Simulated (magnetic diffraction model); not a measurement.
# Tb2AlIn2Sn4: the ordered moment from one line

Space group Cmce (no. 64), a = 6.5570 Å, b = 16.2540 Å, c = 8.7350 Å.

| site | atom | x | y | z |
| --- | --- | --- | --- | --- |
| 8f | Tb | 1/2 | 0.8854 | 0.0769 |
| 8f | Sn | 1/2 | 0.8131 | 0.4517 |
| 8e | Sn | 1/4 | 0.5461 | 1/4 |
| 8e | In | 1/4 | 0.7151 | 1/4 |
| 4a | Al | 1/2 | 0 | 1/2 |

This is a made-up structure (elements placed in a structure type, unrelaxed), so the numbers test the method and describe no known phase.

Only Tb is taken to order (form factors of Tb3+); orders and moment sizes are assumed, and not adapted to the symmetry. Radiation: neutrons of λ = 2.41 Å, 2° to 60°; isotropic B of 0.14 Å² (Tb), 0.14 Å² (Sn), 0.14 Å² (In) and 0.29 Å² (Al). The intensities are simulated: I ∝ L Σ (|F_N|² + |F_M⊥|²) for unpolarised neutrons, with F_M = 2.695 fm/μB × Σ f(s) S exp(2πi Q·r) exp(−B s²) at Q = H ± k (one set where k and −k are equivalent), only the part normal to Q counting and L = 1/(sin²θ cos θ). For a modulated order the moment at position r is S exp(−2πi k·r) + c.c., with S = m/2 for a sine wave of amplitude m and S = m(u + iv)/2 for moments turning in a plane, u and v being orthogonal unit vectors in it; the phase factor of the sum at Q = H + k is then exp(2πi H·r). Form factors are spin-only for 3d ions and dipole or tabulated for f ions, scattering lengths are Sears's of 1992, and absorption is left out. A label names one of the reflections at its angle. The strongest nuclear line in the range is 100, and lines under 0.2 are left out.

In a first state the assumed order is k = (1/6 0 0), moments turning in the plane of [010] and [001], 7.8 μB on Tb; signs + at (1/2, 0.8854, 0.0769), − at (0, 0.6146, 0.9231), + at (1/2, 0.6146, 0.5769), − at (0, 0.8854, 0.4231), with this pattern:

```tsv
2θ (°)	index	nuclear	magnetic
19.59	(5/6 1 0)	0.0	120.6
23.64	(1/6 2 1)	0.0	163.8
25.31	(5/6 1 1)	0.0	32.8
26.22	(7/6 1 0)	0.0	68.9
27.95	(1 1 1)	1.2	0.0
30.79	(7/6 1 1)	0.0	24.0
31.33	(5/6 3 0)	0.0	52.5
32.23	(1/6 0 2)	0.0	37.1
35.30	(5/6 3 1)	0.0	7.5
35.99	(7/6 3 0)	0.0	43.7
36.51	(0 2 2)	3.6	0.0
36.69	(1/6 2 2)	0.0	0.9
37.83	(5/6 1 2)	0.0	13.2
38.18	(0 4 1)	5.2	0.0
38.35	(1/6 4 1)	0.0	3.9
39.55	(7/6 3 1)	0.0	6.5
```
(The table stops after 16 lines; 35 more lie at higher angle.)

**Question.** Nearer the ordering temperature the line at 23.64° has total intensity 80.3 on the same scale, and all moments have shrunk alike. How large is the Tb moment?

The nuclear part, 0.0, stays, so the magnetic part is 80.3 against 163.8. It goes as m², so m = 7.8 × √(80.3/163.8) = 5.46 μB; the value used was 5.46 μB.

[Logs are printed without paths, hosts, clocks, repeated set-up lines and the standing remarks that a program may print on its own settings, such as how far it seeks lower states.]
